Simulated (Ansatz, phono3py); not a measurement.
## Heat carried by phonons in KI (Fm-3m)

Aim: the lattice thermal conductivity of KI against temperature, and which phonons carry it.

Measurements to reproduce:
- thermal conductivity 2.6 W/m/K near room temperature (given in “Combining the AFLOW GIBBS and Elastic Libraries to efficiently and robustly screen thermo-mechanical properties of solids”, 2017, arXiv:1611.05714)
- thermal conductivity 2.6 W/m/K near room temperature (given in “Predicting the lattice thermal conductivity of solids by solving the Boltzmann transport equation: AFLOW - AAPL an automated, accurate and efficient framework”, 2017, arXiv:1611.05481)

Method: DFT LDA, scalar-relativistic, plane waves, PAW, in Ansatz 0.2.0.

Report form: the programs' logs are mostly left out.

**1. Set-up**

It takes space group Fm-3m (No. 225, cubic). Conventional cell: a = 7.066 Å, b = 7.066 Å, c = 7.066 Å, α = 90.00°, β = 90.00°, γ = 90.00°. Nearest to K lie 6 I at 3.53 Å. I has 6 K at 3.53 Å nearest. Farther neighbours and most contacts between anions are not listed.

As a file:

```cif
data_structure
_symmetry_space_group_name_H-M 'P 1'
_symmetry_Int_Tables_number 1
_cell_length_a 4.9961
_cell_length_b 4.9961
_cell_length_c 4.9961
_cell_angle_alpha 60.000
_cell_angle_beta 60.000
_cell_angle_gamma 60.000
_cell_volume 88.18
loop_
_atom_site_label
_atom_site_type_symbol
_atom_site_fract_x
_atom_site_fract_y
_atom_site_fract_z
_atom_site_occupancy
K1 K 0.00000 0.00000 0.00000 1
I2 I 0.50000 0.50000 0.50000 1
```

**2. A first coarse run**

A cheap single point shows whether the cell is a metal or an insulator and how far it is from rest; that sets the k-mesh and the occupations of what follows.

File input.yaml:

```yaml
crystal:
  lattice:
    - [0.0, 3.532775, 3.532775]
    - [3.532775, 0.0, 3.532775]
    - [3.532775, 3.532775, 0.0]
  atoms:
    - { symbol: K, position: [0.0, 0.0, 0.0] }
    - { symbol: I, position: [0.5, 0.5, 0.5] }
kpoints:
  mp_grid: { grid: [4, 4, 4] }
hamiltonian:
  xc: lda
scf:
  occupations: { method: gaussian, width: 0.1 }
output:
  forces: true
  stress: true
  eigenvalues: true
```

Run with:

```sh
ansatz run input.yaml --threads 4 --pin off --max-ram 16384MiB --backend cpu --events-out ev --progress --plain --runs-dir out
```

The job ended after 1 s (4 threads of Arm Neoverse V1, shared host; peak memory 0.31 GiB).

A gap read on the k-mesh alone can miss the band edges.

Numbers from this step:

```yaml
pressure: -1.306 GPa
gap_on_the_k_mesh: 3.605 eV
volume_per_atom: 44.09 Å³
```

The start is under -1.3 GPa at this level and looks like an insulator or semiconductor on this mesh.

**3. Relaxation**

The vibrations must be taken about the equilibrium of this functional, not about the starting cell, so the structure is relaxed.

input.yaml, the sections that differ from step 2:

```yaml
kpoints:
  mp_grid: { grid: [6, 6, 6] }
scf:
  occupations: { method: gaussian, width: 0.02 }
output:
  forces: true
  stress: true
  eigenvalues: true
  write_density: true
  write_potential: true
  elf: true
  volumetric_format: npy
relax:
  adjacent_minimum: "off"
  f_tol: 0.005
  max_steps: 80
  cell: { stress_tol: 0.05 }
# crystal, hamiltonian: as in step 2
```

The job ended after 3.1 s (4 threads; peak memory 0.35 GiB).

The steps of the relaxation:

| step | energy less that of the first step (eV) | largest force component (eV/Å) | pressure (GPa) | volume (Å³) |
| --- | --- | --- | --- | --- |
| 1 | 0.0000 | 0.0000 | -1.31 | 88.18 |
| 2 | -0.0261 | 0.0000 | -0.87 | 84.45 |
| 3 | -0.0408 | 0.0000 | 0.28 | 77.92 |
| 4 | -0.0417 | 0.0000 | -0.04 | 79.41 |
| 5* | -0.0409 | 0.0000 | -0.04 | 79.41 |

Relaxation steps marked * repeat the geometry before them on a plane-wave basis chosen anew for their cell, so energy and pressure can jump there.

The run keeps the 48 symmetry operations that it works with, so distortions that break them were not tested.

| conventional cell, symmetrised | before | after | change |
| --- | --- | --- | --- |
| a (Å) | 7.066 | 6.823 | -3.4 % |
| b (Å) | 7.066 | 6.823 | -3.4 % |
| c (Å) | 7.066 | 6.823 | -3.4 % |
| volume (Å³/atom) | 44.09 | 39.70 | -9.9 % |

Final coordinates:

```xyz
2
Lattice="0.0000 3.4115 3.4115 3.4115 0.0000 3.4115 3.4115 3.4115 0.0000" Properties=species:S:1:pos:R:3 pbc="T T T"
K     0.0000    0.0000    0.0000
I     3.4115    3.4115    3.4115
```

Numbers from this step:

```
pressure          : -0.03839 GPa
gap on the k-mesh : 3.863 eV
volume per atom   : 39.70 Å³
```

Valence density in the ac plane of the conventional cell at fractional y = 0.000, with atoms of K and I within 0.2 Å of it. It is the smooth field of the valence electrons, not physical close to the nuclei.

Ten steps, logarithmic in the rise over the least value, from '_' (0 e/Å³) to '@' (17 e/Å³), each cell a mean:
```
****==..__..::==##@@%%**--..____::++**
++==::______::--++****==::..____..--++
--::..______..::------::..________..::
______________....::....______________
______________________________________
......____________________________....
----::..______..::::::..________..::--
**++--..______::==++++--..____..::==**
@@##==::..__..==******++::____..--**%%
@@%%==::..__..==**##**++::____::--**@@
%%**--::..__..--++****==::____..--++##
==--::..______..--====::..____..::--==
::::..__________......__________..::::
....________________________________..
________________......________________
....__________..::::::....__________..
==--..______..::--====--::..____..::==
**++--..__..::--**%%##++--..____::==**
##**==..__..::==%%@@@@**--..____--++**
```
Columns run along a (6.8 Å), rows up along c (6.8 Å), edges of the conventional cell, whose origin can differ from the input's. Atoms in or near the plane, at fractional coordinates: K at (0.00, 0.00), K at (0.50, 0.50), I at (0.50, 0.00), I at (0.00, 0.50).

Electrostatic potential energy in the ac plane of the conventional cell at fractional y = 0.000, with atoms of K and I within 0.2 Å of it. With pseudopotentials it is smooth inside the atoms' cores, unlike the true potential.

Values in eV, 10 rows by 16 columns, each cell a mean:
```
-34 -21  -1   6   7   1 -12  -3   0 -11  -5   6   7   3 -12 -31
 -1   3   6   7   8   7   3  -3  -4   0   6   8   8   7   4   0
  6   7   8   8   8   8   7   6   6   7   8   8   8   8   7   6
 -9  -5   4   8   8   6   2  -5  -7  -1   5   7   8   6  -1  -8
  5  -8  -8   5   6   2 -17 -36 -37 -26  -2   6   6  -1 -12   2
  0 -11  -5   6   7   3 -12 -31 -34 -21  -1   6   7   1 -12  -3
 -4   0   6   8   8   7   4   0  -1   3   6   7   8   7   3  -3
  6   7   8   8   8   8   7   6   6   7   8   8   8   8   7   6
 -7  -1   5   7   8   6  -1  -8  -9  -5   4   8   8   6   2  -5
-37 -26  -2   6   6  -1 -12   2   5  -8  -8   5   6   2 -17 -36
```
Columns run along a (6.8 Å; values clipped at the 3rd and 97th percentile), rows up along c (6.8 Å), edges of the conventional cell, whose origin can differ from the input's. Atoms in or near the plane, at fractional coordinates: K at (0.00, 0.00), K at (0.50, 0.50), I at (0.50, 0.00), I at (0.00, 0.50).

ELF in the ac plane of the conventional cell at fractional y = 0.000, with atoms of K and I within 0.2 Å of it. It is the smooth field of the valence electrons, not physical close to the nuclei.

Values, 10 rows by 16 columns, each cell a mean:
```
0.81 0.83 0.49 0.09 0.47 0.74 0.61 0.40 0.37 0.54 0.71 0.65 0.16 0.27 0.76 0.82
0.42 0.29 0.09 0.04 0.29 0.64 0.72 0.71 0.70 0.72 0.70 0.44 0.09 0.05 0.22 0.39
0.42 0.40 0.31 0.13 0.06 0.14 0.22 0.26 0.26 0.24 0.17 0.07 0.07 0.24 0.37 0.41
0.66 0.70 0.73 0.53 0.11 0.07 0.36 0.58 0.61 0.47 0.17 0.05 0.35 0.71 0.73 0.67
0.32 0.48 0.69 0.66 0.16 0.31 0.81 0.81 0.75 0.84 0.55 0.10 0.48 0.73 0.58 0.34
0.37 0.54 0.71 0.65 0.16 0.27 0.76 0.82 0.81 0.83 0.49 0.09 0.47 0.74 0.61 0.40
0.70 0.72 0.70 0.44 0.09 0.05 0.22 0.39 0.42 0.29 0.09 0.04 0.29 0.64 0.72 0.71
0.26 0.24 0.17 0.07 0.07 0.24 0.37 0.41 0.42 0.40 0.31 0.13 0.06 0.14 0.22 0.26
0.61 0.47 0.17 0.05 0.35 0.71 0.73 0.67 0.66 0.70 0.73 0.53 0.11 0.07 0.36 0.58
0.75 0.84 0.55 0.10 0.48 0.73 0.58 0.34 0.32 0.48 0.69 0.66 0.16 0.31 0.81 0.81
```
Columns run along a (6.8 Å), rows up along c (6.8 Å), edges of the conventional cell, whose origin can differ from the input's. Atoms in or near the plane, at fractional coordinates: K at (0.00, 0.00), K at (0.50, 0.50), I at (0.50, 0.00), I at (0.00, 0.50).

The relaxation ends with a pressure of -0.04 GPa.

**4. A second relaxation**

The relaxation is run once more from where the first one ended, as the script does after a large change of volume or of the gap, with mesh and occupations reviewed.

Changes to input.yaml since step 3:

```diff
@@ -2,5 +2,5 @@
   lattice:
-    - [0.0, 3.532775, 3.532775]
-    - [3.532775, 0.0, 3.532775]
-    - [3.532775, 3.532775, 0.0]
+    - [0.0, 3.4114960199, 3.4114960199]
+    - [3.4114960199, 0.0, 3.4114960199]
+    - [3.4114960199, 3.4114960199, 0.0]
   atoms:
```

The job ended after 1.3 s (4 threads; peak memory 0.34 GiB).

Little changed from the start: no atom moved by 0.005 Å and no cell edge by 0.1 %.

Electrostatic potential energy in the ac plane of the conventional cell at fractional y = 0.000, with atoms of K and I within 0.2 Å of it. With pseudopotentials it is smooth inside the atoms' cores, unlike the true potential.

Values in eV, 10 rows by 16 columns, each cell a mean:
```
-34 -21  -1   6   7   1 -12  -3   0 -11  -5   6   7   3 -12 -31
 -1   3   6   7   8   7   3  -3  -4   0   6   8   8   7   4   0
  6   7   8   8   8   8   7   6   6   7   8   8   8   8   7   6
 -9  -5   4   8   8   6   2  -5  -7  -1   5   7   8   6  -1  -8
  5  -8  -8   5   6   2 -17 -36 -37 -26  -2   6   6  -1 -12   2
  0 -11  -5   6   7   3 -12 -31 -34 -21  -1   6   7   1 -12  -3
 -4   0   6   8   8   7   4   0  -1   3   6   7   8   7   3  -3
  6   7   8   8   8   8   7   6   6   7   8   8   8   8   7   6
 -7  -1   5   7   8   6  -1  -8  -9  -5   4   8   8   6   2  -5
-37 -26  -2   6   6  -1 -12   2   5  -8  -8   5   6   2 -17 -36
```
Columns run along a (6.8 Å; values clipped at the 3rd and 97th percentile), rows up along c (6.8 Å), edges of the conventional cell, whose origin can differ from the input's. Atoms in or near the plane, at fractional coordinates: K at (0.00, 0.00), K at (0.50, 0.50), I at (0.50, 0.00), I at (0.00, 0.50).

Valence density in the ac plane of the conventional cell at fractional y = 0.000, with atoms of K and I within 0.2 Å of it. It is the smooth field of the valence electrons, not physical close to the nuclei.

Values in e/Å³, 10 rows by 16 columns, each cell a mean:
```
 3  2  0  0  0  0  1  7  9  3  1  0  0  0  1  3
 0  0  0  0  0  0  0  1  1  0  0  0  0  0  0  0
 0  0  0  0  0  0  0  0  0  0  0  0  0  0  0  0
 1  1  0  0  0  0  0  1  1  0  0  0  0  0  0  1
12  4  1  0  0  0  1  3  4  2  0  0  0  0  2  9
 9  3  1  0  0  0  1  3  3  2  0  0  0  0  1  7
 1  0  0  0  0  0  0  0  0  0  0  0  0  0  0  1
 0  0  0  0  0  0  0  0  0  0  0  0  0  0  0  0
 1  0  0  0  0  0  0  1  1  1  0  0  0  0  0  1
 4  2  0  0  0  0  2  9 12  4  1  0  0  0  1  3
```
Columns run along a (6.8 Å), rows up along c (6.8 Å), edges of the conventional cell, whose origin can differ from the input's. Atoms in or near the plane, at fractional coordinates: K at (0.00, 0.00), K at (0.50, 0.50), I at (0.50, 0.00), I at (0.00, 0.50).

ELF in the ac plane of the conventional cell at fractional y = 0.000, with atoms of K and I within 0.2 Å of it. It is the smooth field of the valence electrons, not physical close to the nuclei.

Values, 10 rows by 16 columns, each cell a mean:
```
0.81 0.83 0.49 0.09 0.47 0.74 0.61 0.40 0.37 0.54 0.71 0.65 0.16 0.27 0.76 0.82
0.42 0.29 0.09 0.04 0.29 0.64 0.72 0.71 0.70 0.72 0.70 0.44 0.09 0.05 0.22 0.39
0.42 0.40 0.31 0.13 0.06 0.14 0.22 0.26 0.26 0.24 0.17 0.07 0.07 0.24 0.37 0.41
0.66 0.70 0.73 0.53 0.11 0.07 0.36 0.58 0.61 0.47 0.17 0.05 0.35 0.71 0.73 0.67
0.32 0.48 0.69 0.66 0.16 0.31 0.81 0.81 0.75 0.84 0.55 0.10 0.48 0.73 0.58 0.34
0.37 0.54 0.71 0.65 0.16 0.27 0.76 0.82 0.81 0.83 0.49 0.09 0.47 0.74 0.61 0.40
0.70 0.72 0.70 0.44 0.09 0.05 0.22 0.39 0.42 0.29 0.09 0.04 0.29 0.64 0.72 0.71
0.26 0.24 0.17 0.07 0.07 0.24 0.37 0.41 0.42 0.40 0.31 0.13 0.06 0.14 0.22 0.26
0.61 0.47 0.17 0.05 0.35 0.71 0.73 0.67 0.66 0.70 0.73 0.53 0.11 0.07 0.36 0.58
0.75 0.84 0.55 0.10 0.48 0.73 0.58 0.34 0.32 0.48 0.69 0.66 0.16 0.31 0.81 0.81
```
Columns run along a (6.8 Å), rows up along c (6.8 Å), edges of the conventional cell, whose origin can differ from the input's. Atoms in or near the plane, at fractional coordinates: K at (0.00, 0.00), K at (0.50, 0.50), I at (0.50, 0.00), I at (0.00, 0.50).

**5. Relaxing to small residual forces and stress**

The thresholds are tightened for a last relaxation ahead of the phonons, and where mesh or smearing change with them the cell follows.

input.yaml, the sections that differ from step 4:

```yaml
scf:
  occupations: { method: fixed }
output:
  forces: true
  stress: true
  eigenvalues: true
relax:
  adjacent_minimum: "off"
  f_tol: 0.001
  max_steps: 60
  cell: { stress_tol: 0.01 }
# crystal, kpoints, hamiltonian: as in step 4
```

Run time: 2.7 s. Hardware: 4 threads; peak memory 0.34 GiB; 7.5 s of CPU time.

Little changed from the start: no atom moved by 0.005 Å and no cell edge by 0.1 %.

This step gave:

| Item | Value |
| --- | --- |
| pressure | 2.07e-4 GPa |
| gap on the k-mesh | 3.869 eV |
| volume per atom | 39.61 Å³ |

The residual pressure is 2.1e-4 GPa, small enough for phonons.

**6. Third-order constants on small settings, q-mesh of the transport sums 9×9×9, supercell 2×2×2**

A small supercell and a short cutoff cost little, and show how far such settings carry.

File input.yaml:

```yaml
crystal:
  lattice:
    - [0.0, 3.4087402607, 3.4087402607]
    - [3.4087402607, 0.0, 3.4087402607]
    - [3.4087402607, 3.4087402607, 0.0]
  atoms:
    - { symbol: K, position: [0.0, 0.0, 0.0] }
    - { symbol: I, position: [0.5, 0.5, 0.5] }
kpoints:
  mp_grid: { grid: [4, 4, 4] }
hamiltonian:
  xc: lda
scf:
  occupations: { method: fixed }
output:
  eigenvalues: true
phonons:
  method: fd
  dielectric: true
  supercell: [2, 2, 2]
  temperatures: { t_max: 1000, t_step: 50 }
  qpath:
    path:
      - [[0.0, 0.0, 0.0], [0.5, 0.0, 0.5], [0.625, 0.25, 0.625]]
      - [[0.375, 0.375, 0.75], [0.0, 0.0, 0.0], [0.5, 0.5, 0.5], [0.5, 0.25, 0.75], [0.5, 0.0, 0.5]]
    npoints: 10
  third_order: { supercell: [2, 2, 2], pair_cutoff: 3.559 }
  lattice_thermal_conductivity:
    qmesh: [9, 9, 9]
    temperatures: [100.0, 150.0, 200.0, 300.0, 400.0, 500.0]
    isotope_mass_variance: [{ species: I, variance: 0.0 }, { species: K, variance: 0.000164 }]
```

Elapsed: 2.5 min, on 4 threads; peak memory 2 GiB; 9.7 min of CPU time.

Numbers from this step:

```
Γ frequencies                              : 0, 0, 0, 114.7, 114.7, 114.7 cm⁻¹ (negative: imaginary)
lowest frequency on the path               : 0 cm⁻¹
zero-point energy                          : 0.03088 eV/cell
point group                                : m-3m
highest frequency                          : 145.9 cm⁻¹
Debye temperature from the second moment   : 169 K
κ at 300 K (relaxation time)               : 6.095 W/m/K
κ at 300 K (full solution)                 : 6.447 W/m/K
dipole term                                : run
mean free path at half of κ                : 44 nm
share of κ above the three lowest branches : 0.025
third-order blocks                         : 38
periodic aliases dropped                   : 0
largest relative sum-rule correction       : 0.03160
displaced cells, third order               : 22
```

W/m/K. Kappa, by row:

| T (K) | RTA xx | RTA yy | RTA zz | full xx | full yy | full zz | coherence part xx | coherence part yy | coherence part zz | ending | iterations | least Ritz value |
| --- | --- | --- | --- | --- | --- | --- | --- | --- | --- | --- | --- | --- |
| 100 | 19.27 | 19.27 | 19.27 | 20.3 | 20.3 | 20.3 | 0.02176 | 0.02176 | 0.02176 | converged | 8 | 0.59 |
| 150 | 12.39 | 12.39 | 12.39 | 13.08 | 13.08 | 13.08 | 0.03115 | 0.03115 | 0.03115 | converged | 8 | 0.58 |
| 200 | 9.189 | 9.189 | 9.189 | 9.71 | 9.71 | 9.71 | 0.03845 | 0.03845 | 0.03845 | converged | 8 | 0.576 |
| 300 | 6.095 | 6.095 | 6.095 | 6.447 | 6.447 | 6.447 | 0.04985 | 0.04985 | 0.04985 | converged | 8 | 0.571 |
| 400 | 4.579 | 4.579 | 4.579 | 4.845 | 4.845 | 4.845 | 0.05876 | 0.05876 | 0.05876 | converged | 8 | 0.569 |
| 500 | 3.677 | 3.677 | 3.677 | 3.891 | 3.891 | 3.891 | 0.06595 | 0.06595 | 0.06595 | converged | 8 | 0.568 |

This rung gives 6.09 W/(m K) at 300 K by relaxation time, but with 16 atoms, 1 neighbour distance inside the cutoff and a 9×9×9 mesh it is a test, not the conductivity of the crystal.

**7. A cheap rung, q-mesh of the transport sums 15×15×15, q-mesh 4×4×4**

Changes to input.yaml since step 6:

```diff
@@ -19,3 +19,3 @@
   dielectric: true
-  supercell: [2, 2, 2]
+  qmesh: [4, 4, 4]
   temperatures: { t_max: 1000, t_step: 50 }
@@ -28,3 +28,3 @@
   lattice_thermal_conductivity:
-    qmesh: [9, 9, 9]
+    qmesh: [15, 15, 15]
     temperatures: [100.0, 150.0, 200.0, 300.0, 400.0, 500.0]
```

It took 3.1 min on 4 threads; peak memory 2 GiB.

Numbers from this step:

```yaml
zero_point_energy: 0.03084 eV/cell
kappa_at_300_k_relaxation_time: 5.834 W/m/K
kappa_at_300_k_full_solution: 6.313 W/m/K
mean_free_path_at_half_of_kappa: 37.4 nm
share_of_kappa_above_the_three_lowest_branches: 0.023
largest_relative_sum_rule_correction: 0.03159
```

W/m/K. Kappa, by row:

| T (K) | RTA xx | RTA yy | RTA zz | full xx | full yy | full zz | coherence part xx | coherence part yy | coherence part zz | ending | iterations | least Ritz value |
| --- | --- | --- | --- | --- | --- | --- | --- | --- | --- | --- | --- | --- |
| 100 | 18.5 | 18.5 | 18.5 | 19.97 | 19.97 | 19.97 | 0.01733 | 0.01733 | 0.01733 | converged | 9 | 0.581 |
| 150 | 11.88 | 11.88 | 11.88 | 12.84 | 12.84 | 12.84 | 0.02494 | 0.02494 | 0.02494 | converged | 9 | 0.572 |
| 200 | 8.803 | 8.803 | 8.803 | 9.519 | 9.519 | 9.519 | 0.03114 | 0.03114 | 0.03114 | converged | 9 | 0.567 |
| 300 | 5.834 | 5.834 | 5.834 | 6.313 | 6.313 | 6.313 | 0.04125 | 0.04125 | 0.04125 | converged | 9 | 0.563 |
| 400 | 4.38 | 4.38 | 4.38 | 4.74 | 4.74 | 4.74 | 0.04932 | 0.04932 | 0.04932 | converged | 9 | 0.561 |
| 500 | 3.515 | 3.515 | 3.515 | 3.805 | 3.805 | 3.805 | 0.05587 | 0.05587 | 0.05587 | converged | 9 | 0.56 |

This rung gives 5.83 W/(m K) at 300 K by relaxation time, but with 16 atoms, 1 neighbour distance inside the cutoff and a 15×15×15 mesh it is a test, not the conductivity of the crystal.

For the κ at 300 K (relaxation time), step 6 gave 6.09 W/m/K; this run, with q-mesh of the transport sums 15×15×15 and q-mesh 4×4×4, gives 5.83 W/m/K (-4 %).

**8. Levels and costs side by side**

Ladder, by row:

| cells or q mesh | k mesh | pair cutoff | atoms in the supercell | q-mesh of the transport sums | κ at 300 K (relaxation time) (W/m/K) | κ at 300 K (full solution) (W/m/K) | core-minutes |
| --- | --- | --- | --- | --- | --- | --- | --- |
| 2x2x2 | 4x4x4 | 3.559 | 16 | 9×9×9 | 6.095 | 6.447 | 9.7 |
| 4x4x4 | 4x4x4 | 3.559 | 16 | 15×15×15 | 5.834 | 6.313 | 11.8 |

**9. Outcome**

```
conductivity : not obtained on sound settings
```

What this shows: No conductivity was obtained: no run with a large enough supercell and cutoff finished.

[Logs are printed without paths, hosts, clocks, repeated set-up lines and the standing remarks that a program may print on its own settings, such as how far it seeks lower states.]

[Hosts, paths, dates, database ids (printed as entryN), source tags and the programs' standing remarks are cut or masked in the printed files.]

[A step with changed settings may run another functional than the one named; its input shows which.]
